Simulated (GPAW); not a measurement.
# SrNbO3 (Pm-3m): the O K absorption edge, part 2 of 2

What does one-electron theory with a core hole give for the O K edge of SrNbO3 (Pm-3m)?

GPAW 26.7.0; X-ray absorption from dipole matrix elements to empty bands, plane-wave PAW LDA.

So far. Step 2 (The field without a hole): The mesh shows no gap, so the system is treated as a metal and the core electron is put at the Fermi level (neutral cell). Step 3 (Spectrum without a core hole, O atom 3): Main maxima below 24 eV (height): 1.1 eV (1.68), 5.0 eV (2.06), 6.6 eV (1.42), 11.0 eV (1.34) and 17.0 eV (0.88). A K edge sees empty p states; the first features are O p mixed into the empty d states of the Nb neighbours, and the broad ones above probably into the cations' higher empty bands.

## 5. Spectrum with XCH, O atom 3

The holes are 5.8 Å apart. In GPAW the data set carries the hole's charge, so charge=0 means a charged cell and charge=-1 a neutral one. The excited electron is kept in the cell, where it fills the lowest empty states and screens the hole. After the field has converged, empty bands are computed with the density fixed and the dipole matrix elements are summed.

xas.py reads:

```python
import numpy as np
from ase import Atoms
from ase.parallel import parprint, paropen
from gpaw import GPAW, PW, FermiDirac, Mixer, MixerDif, setup_paths
from gpaw.test import gen
setup_paths.insert(0, '.')
gen('O', name='fch1s', xcname='LDA', corehole=(1, 0, 1), write_xml=True)
from gpaw.mpi import world
world.barrier()

atoms = Atoms('Nb2Sr2O6',
    cell=[[4.06968976, 0, 4.06968976],
     [0, 4.06968976, 4.06968976],
     [0, -4.06968976, 4.06968976]],
    scaled_positions=[[0, 0, 0],
     [0, 0.5, 0.5],
     [0.5, 0.25, 0.75],
     [0.5, 0.75, 0.25],
     [0.5, 0.75, 0.75],
     [0.5, 0.25, 0.25],
     [0, 0.25, 0.25],
     [0, 0.75, 0.75],
     [0, 0.25, 0.75],
     [0, 0.75, 0.25]],
    pbc=True)
atoms.calc = calc = GPAW(legacy_gpaw=True, mode=PW(500, force_complex_dtype=True), xc='LDA', setups={4: 'fch1s'},
    kpts={'size': (5, 5, 5), 'gamma': True}, occupations=FermiDirac(0.1),
    charge=-1, mixer=Mixer(0.1, 5, 50), maxiter=150,
    convergence={'density': 0.0001, 'eigenstates': 1e-6}, txt='scf.txt')
energy = atoms.get_potential_energy() + calc.get_reference_energy()
ef = calc.get_fermi_level()
out = dict(energy=energy, fermi=ef, forces=atoms.get_forces().tolist())
parprint(f'all-electron energy {energy:.4f} eV, Fermi level {ef:.4f} eV')
ev = np.array([[calc.get_eigenvalues(k, s) for k in range(len(calc.get_ibz_k_points()))] for s in range(calc.get_number_of_spins())])
out['homo'], out['lumo'], out['counts'] = ev[ev < ef].max(), ev[ev > ef].min(), sorted(set((ev < ef).sum((0, 2)).tolist()))
out['filled'] = (ev[:, 0] < ef).sum(1).tolist()

from ase.units import Ha
from gpaw.xas import dipole_matrix_elements
nb = int(calc.get_number_of_electrons() / 2) + 93
top, nb = nb, nb + 8 + nb // 12
nscf = calc.fixed_density(kpts={'size': (6, 6, 6), 'gamma': True}, nbands=nb,
    convergence={'bands': top, 'eigenstates': 1e-5}, maxiter=60, txt='nscf.txt')
cell = atoms.cell.array
ops = [cell.T @ U.T @ np.linalg.inv(cell.T) for U in nscf.wfs.kd.symmetry.op_scc]
E = np.arange(-6, 34, 0.1)
fwhm = np.interp(E, [4, 25], [0.9, 3.5])
Y, X, zero, highest = 0, 0, 1e9, 1e9
for spin in range(nscf.get_number_of_spins()):
    wfs = nscf.wfs
    A = dipole_matrix_elements(wfs.setups[4])
    eps = np.zeros((wfs.kd.nibzkpts, nb))
    d = np.zeros((3, A.shape[1], wfs.kd.nibzkpts, nb), complex)
    for kpt in wfs.kpt_u:
        if kpt.s == spin and 4 in kpt.P_ani:
            eps[kpt.k] = kpt.eps_n * Ha
            d[:, :, kpt.k] = (kpt.weight * wfs.nspins / 2) ** 0.5 * np.inner(A, kpt.P_ani[4])
    world.sum(eps)
    world.sum(d)
    T = np.einsum('amkn,bmkn->abkn', d, d.conj()).real
    T = sum(np.einsum('ai,ijkn,bj->abkn', R, T, R) for R in ops) / len(ops)
    empty = eps > ef
    zero, highest = min(zero, eps[empty].min()), min(highest, eps[:, top - 1].min())
    lines = [(eps, T, empty)] if spin == 0 else lines + [(eps, T, empty)]
for eps, T, empty in lines:
    f = np.einsum('aakn->akn', T).reshape(3, -1)
    x = eps.ravel() - zero
    w = np.interp(x, E, fwhm) / 2.35482
    g = np.exp(-0.5 * ((E[:, None] - x) / w) ** 2) / (w * (2 * np.pi) ** 0.5)
    Y = Y + (f * empty.ravel()) @ g.T
    X = X + (f * ~empty.ravel()) @ g.T
out.update(E=E.round(2).tolist(), xas=Y.tolist(), xes=X.tolist(), zero=zero, valid=highest - zero, nk=len(eps), nb=nb)
for i in range(0, len(E), 10):
    parprint(f'{E[i]:7.2f}', *(f'{v:10.3e}' for v in Y[:, i]))
import json
with paropen('out.json', 'w') as f:
    json.dump(out, f)
```

Started as:

```
$ OMP_NUM_THREADS=1 mpirun -n 2 gpaw python xas.py
```

Numbers of over 12 decimals in the logs are rounded to 6 here.

Log:

```text
Input parameters:
  charge: -1
  convergence: {density: 0.0001,
                eigenstates: 1e-06}
  kpts: {gamma: True,
         size: (5, 5, 5)}
  maxiter: 150
  mixer: {backend: pulay,
          beta: 0.1,
          method: separate,
          nmaxold: 5,
          weight: 50}
  mode: {ecut: 500.0,
         force_complex_dtype: True,
         name: pw}
  occupations: {fixmagmom: False,
                name: fermi-dirac,
                width: 0.1}
  setups: {4: fch1s}

Initialize ...

[... PAW data sets ...]

Reference energy: -392001.311929  # eV

Spin-paired calculation

[... convergence settings ...]
Symmetries present (total): 8
  [... symmetry matrices ...]

125 k-points: 5 x 5 x 5 Monkhorst-Pack grid
18 k-points in the irreducible part of the Brillouin zone
       k-points in crystal coordinates                weights
   0:     0.00000000    0.00000000    0.00000000          1/125
   1:     0.20000000    0.00000000    0.00000000          2/125
   2:     0.20000000    0.20000000    0.00000000          8/125
   3:     0.20000000    0.20000000    0.20000000          4/125
   4:     0.20000000    0.40000000    0.00000000          4/125
   5:     0.40000000   -0.40000000   -0.40000000          8/125
   6:     0.40000000    0.00000000   -0.40000000          8/125
   7:     0.40000000    0.00000000   -0.20000000          4/125
   8:     0.40000000    0.00000000    0.00000000          2/125
   9:     0.40000000    0.20000000   -0.40000000          8/125
          ...
  17:     0.40000000    0.40000000    0.40000000          4/125

Wave functions: Plane wave expansion
  Cutoff energy: 500.000 eV
  Number of coefficients (min, max): 3400, 3479
  Pulay-stress correction: 0.000000 eV/Ang^3 (de/decut=0.000000)
  Using FFTW library
  Wavefunction extrapolation:
    Improved wavefunction reuse through dual PAW basis

Occupation numbers: Fermi-Dirac:
  width: 0.1000  # eV

Eigensolver
   Davidson(niter=2)

Densities:
  Coarse grid: 30*30*30 grid
  Fine grid: 60*60*60 grid
  Total Charge: 0.000000

Density mixing:
  Method: separate
  Backend: pulay
  Linear mixing parameter: 0.1
  old densities: 5
  Width of damping distribution: 1.1
  Damping of long wavelength oscillations: 50

[... Hamiltonian set-up ...]
Number of atoms: 10
Number of atomic orbitals: 60
Number of bands in calculation: 54
Number of valence electrons: 83
Bands to converge: occupied

... initialized

Initializing position-dependent things.

Density initialized from atomic densities
Creating initial wave functions:
  54 bands from LCAO basis set

              O
               Sr
        O

          O Sr
        Nb    O
       O

        O

        Nb

Atomic positions and initial magnetic moments

Positions:
   0 Nb     0.000000    0.000000    0.000000    ( 0.0000,  0.0000,  0.0000)
   1 Nb     0.000000    0.000000    4.069690    ( 0.0000,  0.0000,  0.0000)
   2 Sr     2.034845   -2.034845    6.104535    ( 0.0000,  0.0000,  0.0000)
   3 Sr     2.034845    2.034845    6.104535    ( 0.0000,  0.0000,  0.0000)
   4 O      2.034845    0.000000    8.139380    ( 0.0000,  0.0000,  0.0000)
   5 O      2.034845    0.000000    4.069690    ( 0.0000,  0.0000,  0.0000)
   6 O      0.000000    0.000000    2.034845    ( 0.0000,  0.0000,  0.0000)
   7 O      0.000000    0.000000    6.104535    ( 0.0000,  0.0000,  0.0000)
   8 O      0.000000   -2.034845    4.069690    ( 0.0000,  0.0000,  0.0000)
   9 O      0.000000    2.034845    4.069690    ( 0.0000,  0.0000,  0.0000)

Unit cell:
           periodic     x           y           z      points  spacing
  1. axis:    yes    4.069690    0.000000    4.069690    30     0.1357
  2. axis:    yes    0.000000    4.069690    4.069690    30     0.1566
  3. axis:    yes    0.000000   -4.069690    4.069690    30     0.1566

  Lengths:   5.755410   5.755410   5.755410
  Angles:   90.000000  60.000000  60.000000

Effective grid spacing dv^(1/3) = 0.1709

iter:   1  -117.837167
iter:   2  -111.975694   -0.63  -1.03
iter:   3  -105.866914   -0.53  -1.14
iter:   4  -105.558865   -1.52  -1.38
iter:   5  -105.361269   -1.55  -1.48
iter:   6  -105.333327   -1.57  -1.88
iter:   7  -105.243868   -2.23  -2.17
iter:   8  -105.232563   -3.67  -2.37
iter:   9  -105.227204c  -2.34  -2.45
iter:  10  -105.214140c  -3.17  -2.52
iter:  11  -105.213719c  -4.45  -3.26
iter:  12  -105.213621c  -5.43  -3.47
iter:  13  -105.213563c  -5.32  -3.59
iter:  14  -105.213528c  -5.70  -3.70
iter:  15  -105.213524c  -6.49c -3.82
iter:  16  -105.213523c  -6.61c -3.91
iter:  17  -105.213526c  -6.86c -4.14c

Converged after 17 iterations.

Dipole moment: (-0.000000, -0.000000, 0.547492) |e|*Ang

Energy contributions relative to reference atoms: (reference = -392001.311929)

Kinetic:        +55.555083
Potential:      -70.813128
External:        +0.000000
XC:             -88.715286
Entropy (-ST):   -0.126991
Local:           -1.176700
SIC:             +0.000000
--------------------------
Free energy:   -105.277021
Extrapolated:  -105.213526

Showing only first 2 kpts
 Kpt  Band  Eigenvalues  Occupancy
  0    39      5.91023    2.00000
  0    40      8.34862    2.00000
  0    41      8.34865    2.00000
  0    42      8.44910    2.00000

  1    39      5.88501    2.00000
  1    40      8.55453    1.99999
  1    41      9.04999    1.99885
[...]
Fermi level: 9.79591

No gap
No difference between direct/indirect transitions

Forces in eV/Ang:
  0 Nb   -3.35159    0.00000    0.00000
  1 Nb    3.35159    0.00000   -0.00000
  2 Sr   -0.00000   -0.00000    0.00000
  3 Sr   -0.00000   -0.00000   -0.00000
  4 O     0.00000    0.00000    0.00000
  5 O     0.00000    0.00000    0.00000
  6 O    -0.00000    0.00000    0.00000
  7 O    -0.00000    0.00000   -0.00000
  8 O    -0.00000    0.00000    0.00000
  9 O    -0.00000   -0.00000    0.00000
Scalar-relativistic atomic LDA calculation for O (Oxygen, Z=8)
Core hole in 1s state (1s occupation: 1.0)
300 radial gridpoints.
|------------------------------------------------|
|------------------------------------------------|
[... the atom generator's iteration count ...]

Energy contributions:
-------------------------
Kinetic:      +54.046737
XC:            -5.876031
Potential:   -102.458324
-------------------------
Total:        -54.287618

state      eigenvalue         ekin         rmax
-----------------------------------------------
1s^1.0 :   -21.731873    30.611423        0.127
2s^2.0 :    -1.594915     4.066245        0.801
2p^4.0 :    -1.067100     3.825706        0.682
-----------------------------------------------
(units: Bohr and Hartree)

Generating PAW setup
Kinetic energy of the core from tauc = 30.636371
Cutoffs:
rc(s)=1.300
rc(p)=1.130
rc(d)=1.170
rc(vbar)=1.300
rc(comp)=1.260
rc(nct)=1.300

Kinetic energy of the core states: 30.611423
Charge: 1.0
Core electrons: 1.0
Valence electrons: 6.0
Pseudo-core charge: 0.000198
Shape function alpha=6.299
Pseudo-electron charge 5.280306
state    eigenvalue         norm
--------------------------------
2s(2) :    -1.594915     1.065643
*s    :    -0.594915
2p(4) :    -1.067100     0.787205
*p    :    -0.067100
*d    :     0.000000
--------------------------------

Diagonalizing with gridspacing h=0.050

state   all-electron     PAW
-------------------------------
2s:      -1.594915    -1.596334
2p:      -1.067100    -1.073375
*d:                   -0.060686
*f:                   -0.013559
-------------------------------
all-electron energy -392106.5255 eV, Fermi level 9.7959 eV
[...]
31.00  1.201e-04  5.198e-05  5.198e-05
  32.00  1.027e-04  4.618e-05  4.618e-05
  33.00  8.623e-05  4.183e-05  4.183e-05
```

Elapsed: 2.9 min, on 2 MPI ranks of Arm Neoverse V2, shared host; peak memory 0.49 GiB; 5.8 min of CPU time.

The O K spectrum, O atom 3, excited-electron core hole (neutral cell) (energy from the lowest empty level; intensity scaled to a mean of 1 over the first 20 eV):

```csv
E (eV),intensity
-2.0,0.00
-1.5,0.00
-1.0,0.01
-0.5,0.22
0.0,1.25
0.5,1.97
1.0,1.18
1.5,0.63
2.0,0.76
2.5,1.45
3.0,2.11
3.5,1.97
4.0,1.80
4.5,1.41
5.0,1.03
5.5,1.13
6.0,1.32
6.5,1.28
7.0,1.16
7.5,1.00
8.0,0.89
8.5,0.89
9.0,0.99
9.5,1.12
10.0,1.15
10.5,1.05
11.0,0.87
11.5,0.70
12.0,0.59
12.5,0.51
13.0,0.47
13.5,0.48
14.0,0.55
14.5,0.68
15.0,0.82
15.5,0.92
16.0,0.97
16.5,0.96
17.0,0.90
17.5,0.82
18.0,0.73
18.5,0.64
19.0,0.56
19.5,0.50
20.0,0.46
20.5,0.43
21.0,0.41
21.5,0.42
22.0,0.43
22.5,0.46
23.0,0.51
23.5,0.56
24.0,0.62
24.5,0.68
25.0,0.75
25.5,0.81
26.0,0.88
26.5,0.95
27.0,1.01
27.5,1.07
28.0,1.13
28.5,1.18
29.0,1.22
29.5,1.24
30.0,1.24
30.5,1.22
31.0,1.16
31.5,1.09
```

Main maxima below 24 eV (height): 0.4 eV (1.97), 3.1 eV (2.13), 6.1 eV (1.33), 9.9 eV (1.16) and 16.2 eV (0.97). 

The total-energy difference is 535.37 eV. One term is added: -8.83 eV, since the hole is spin-paired here and a spin-polarised one costs that much less in the free atom (computed apart). The photon energy is then 526.54 eV. The functional leaves an error in such absolute values: in the free atom LDA prices this hole 4.1 eV below PBE (computed apart), and PBE is itself good to a few eV.

## 6. With and without the hole

Both curves are counted from their own zero, so only the shift of weight within the empty states shows.

```csv
E (eV),no hole,XCH
-2.0,0.00,0.00
-1.0,0.00,0.01
0.0,0.24,1.25
1.0,1.66,1.18
2.0,0.77,0.76
3.0,0.88,2.11
4.0,1.77,1.80
5.0,2.06,1.03
6.0,1.31,1.32
7.0,1.31,1.16
8.0,0.82,0.89
9.0,0.79,0.99
10.0,0.97,1.15
11.0,1.34,0.87
12.0,0.97,0.59
13.0,0.64,0.47
14.0,0.53,0.55
15.0,0.57,0.82
16.0,0.77,0.97
17.0,0.88,0.90
18.0,0.79,0.73
19.0,0.65,0.56
20.0,0.52,0.46
21.0,0.40,0.41
22.0,0.33,0.43
23.0,0.33,0.51
24.0,0.38,0.62
25.0,0.45,0.75
26.0,0.54,0.88
27.0,0.64,1.01
28.0,0.76,1.13
29.0,0.89,1.22
30.0,1.01,1.24
31.0,1.07,1.16
```

With each curve scaled to its own mean, the area from −2 to 6 eV with the hole is 8.8 against 8.0, and the centre of weight from −1 to 20 eV moves by -0.5 eV (first and strongest maxima below 20 eV: 1.1 eV (1.68), 5.0 eV (2.06) and 6.6 eV (1.42) without the hole, 0.4 eV (1.97), 3.1 eV (2.13) and 6.1 eV (1.33) with it); the shape changes all the same, by 42 % r.m.s.

## 7. What came out

| Item | Value |
| --- | --- |
| absorber and edge | O K, atom 3 of the ground-state input (counted from 1) |
| surroundings | 2 Nb at 2.03 Å (linear, site symmetry 4/mmm) |
| highest intensity below 16 eV | 3.1 eV above the zero, height 2.13 |
| photon energy of the zero, with the added terms | 526.5 eV (raw 535.4 eV; LDA puts this hole about 4 eV below PBE, itself good to a few eV) |

What this shows: The O K edge of atom 3, with 2 Nb at 2.03 Å (linear, site symmetry 4/mmm), has its highest intensity of the first 16 eV at 3.1 eV above the zero, near 530 eV in photon energy (LDA puts this hole about 4 eV below PBE, itself good to a few eV), 2.1 times the mean level of the first 20 eV (Gaussian full width 0.9 eV up to 4 eV, rising linearly to 3.5 eV at 25 eV). With each curve scaled to its own mean, the area from −2 to 6 eV with the hole is 8.8 against 8.0, and the centre of weight from −1 to 20 eV moves by -0.5 eV (first and strongest maxima below 20 eV: 1.1 eV (1.68), 5.0 eV (2.06) and 6.6 eV (1.42) without the hole, 0.4 eV (1.97), 3.1 eV (2.13) and 6.1 eV (1.33) with it); the shape changes all the same, by 42 % r.m.s. 1 further run of this session is left out of this account as redundant. The primitive cell holds an odd number of electrons, so a spin-paired run has to come out metallic; that is right for a metal, but some such compounds are magnetic or distorted insulators. The holes are only 5.8 Å apart, so the shape is probably not converged with cell size; no larger cell was run here. The mesh is coarse (0.26 Å⁻¹ between points), so small maxima may be mesh ripples. The structure is a computed Materials Project entry and may be a hypothetical form.

[Banner, clock and machine lines of the logs are left out without a mark of their own.]

[Logs are printed without paths, hosts, clocks, repeated set-up lines and the standing remarks that a program may print on its own settings, such as how far it seeks lower states.]

[Hosts, paths, dates, database ids (printed as entryN), source tags and the programs' standing remarks are cut or masked in the printed files.]

[Lists of maxima count a maximum above −3 eV only where it reaches 4 % of the highest in the window and stands out from its surroundings by 2 % of it (1.5 % where it reaches 55 %); shoulders and weaker maxima are passed over, and of the rest the first, up to two pre-edge ones and the few strongest are named.]
